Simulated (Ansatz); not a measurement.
# Random alloy of the diamond Si-Ge line, x = 0.875 (64 atoms), relaxed: mesh and functional compared

What does this cell relax to, and how do the Kohn-Sham gap, forces and pressure change with k-mesh and functional?

Calculated with Ansatz 0.2.0: Kohn-Sham DFT, PBE, PAW (set soft_2), plane waves; cutoff 420 eV, Γ point, fermi-dirac smearing of 0.025 eV.

In doubt: the hybrid run may have settled on a false gap or state (in some of the runs), so the values of those runs are not to be relied on; a hybrid on one k-point of a small cell (in some of the runs), which bears on gaps and moments.

**The cell**

The cell holds 64 atoms: 56 Ge and 8 Si. Its edges and angles: a = 11.447 Å, b = 11.447 Å, c = 11.447 Å, α = 90.0°, β = 90.0°, γ = 90.0°. It derives from Si and Ge (diamond Si-Ge), repeated 2×2×2. Diamond Si-Ge: 64 atoms, 56 of 64 Si sites given to Ge at random, cell and internal coordinates interpolated linearly between the end members (Vegard's rule); not relaxed, displaced by a Gaussian of 0.02 Å. Lattice constants are starting values near those of PBE.

Cell and atoms were relaxed with PBE. The walk converged after 8 steps, with a largest force component of 0.00711 eV/Å; it began at an r.m.s. force component of 0.28 eV/Å. The edges went from 11.447, 11.447, 11.447 to 11.522, 11.555, 11.634 Å, and the volume from 23.438 to 24.180 Å³ an atom (+3.2 %).

The input of the reference single point:

```yaml
crystal:
  lattice:
    - [11.52079, 0.06283, -0.15217]
    - [0.06283, 11.55333, 0.16966]
    - [-0.15217, 0.16966, 11.6313]
  atoms:
    - { symbol: Ge, position: [0.0033, 0.99936, 0.00027] }
    - { symbol: Ge, position: [0.12557, 0.12479, 0.12766] }
    - { symbol: Ge, position: [0.00374, 0.24937, 0.24998] }
    - { symbol: Ge, position: [0.1282, 0.37635, 0.3747] }
    [... 58 atom lines left out ...]
    - { symbol: Ge, position: [0.7519, 0.74915, 0.50022] }
    - { symbol: Ge, position: [0.87361, 0.87758, 0.62467] }
kpoints:
  mp_grid: { grid: [1, 1, 1] }
hamiltonian:
  xc: pbe
scf:
  occupations: { method: fermi_dirac, width: 0.025 }
output:
  forces: true
  stress: true
  populations: true
  dos:
    method: { smearing: { sigma: 0.08 } }
    de: 0.05
    projected: { site_lists: { Ge: [Ge], Si: [Si] } }
  eigenvalues: true
  write_density: true
  write_potential: true
  volumetric_format: npy
```

**Bonds after relaxation**

Bonds by pair of elements; cutoffs follow the first minimum of g(r), held within bounds set by covalent radii, and pairs that aren't listed don't count as bonded:

```csv
pair A-B,cutoff (Å),bonds,mean length (Å),spread (Å),shortest (Å),B about A,A about B
Ge-Ge,2.93,97,2.52,0.01,2.49,3.46,3.46
Ge-Si,2.88,30,2.47,0.01,2.45,0.536,3.75
Si-Si,2.83,1,2.42,0,2.42,0.25,0.25
```

How many atoms have how many bonded neighbours:

```csv
element,mean,4
Ge,4,56
Si,4,8
```

**Levels of theory**

Single points at the relaxed geometry:

| functional | k-mesh | Kohn-Sham gap (eV) | pressure (GPa) | r.m.s. force component (eV/Å) | SCF cycles | time |
| --- | --- | --- | --- | --- | --- | --- |
| PBE | 1×1×1 | 0.247 | 0.00 | 0.004 | 10 | 38 s |
| PBE | 2×2×2 | 0.131 | -1.85 | 0.195 | 9 | 6.7 min |
| r2SCAN | 1×1×1 | - | -3.30 | 0.079 | 12 | 97 s |
| PBEsol | 1×1×1 | 0.245 | -2.52 | 0.017 | 10 | 35 s |

The gap is that between the highest filled and lowest empty Kohn-Sham level on the run's k-points; † or a dash marks runs with no clear gap, where levels at the Fermi energy are far from full or empty or nearly touch. Cutoffs: 420 eV for PBE and PBEsol; 500 eV for r2SCAN. Times come from shared hosts and are rough.

**Findings**

The Kohn-Sham gap is 0.25 eV with PBE on the 1×1×1 mesh and 0.13 eV on 2×2×2. On the reference's mesh the gap changes with PBEsol by under 0.01 eV. Against the reference the pressure changes with r2SCAN by -3.3 GPa and PBEsol by -2.5 GPa; a negative change means that the functional would take a smaller volume. The denser mesh moves the energy by -107.9 meV/atom and the pressure by -1.85 GPa, so the reference mesh, on which the relaxation ran, isn't converged. On it the r.m.s. force component is 0.195 eV/Å against 0.004, so the geometry is at rest on the reference mesh alone.

Limits: 1 converged run is left out of the tables as doubtful (a hybrid that may have settled on a false gap or state, or a run that ended in another magnetic state). All single points share the geometry relaxed with PBE. One random arrangement of the atoms on their sites. Spin–orbit coupling is left out; it splits the top valence bands of compounds with Ge, As, Se, Sb or Te and narrows their gaps.

[Long decimals in the printed logs are rounded to 6 places.]

[Logs are printed without paths, hosts, clocks, repeated set-up lines and the standing remarks that a program may print on its own settings, such as how far it seeks lower states.]

[Hosts, paths, dates, database ids (printed as entryN), source tags and the programs' standing remarks are cut or masked in the printed files.]

[Runs of further levels or settings that didn't converge aren't in the tables.]
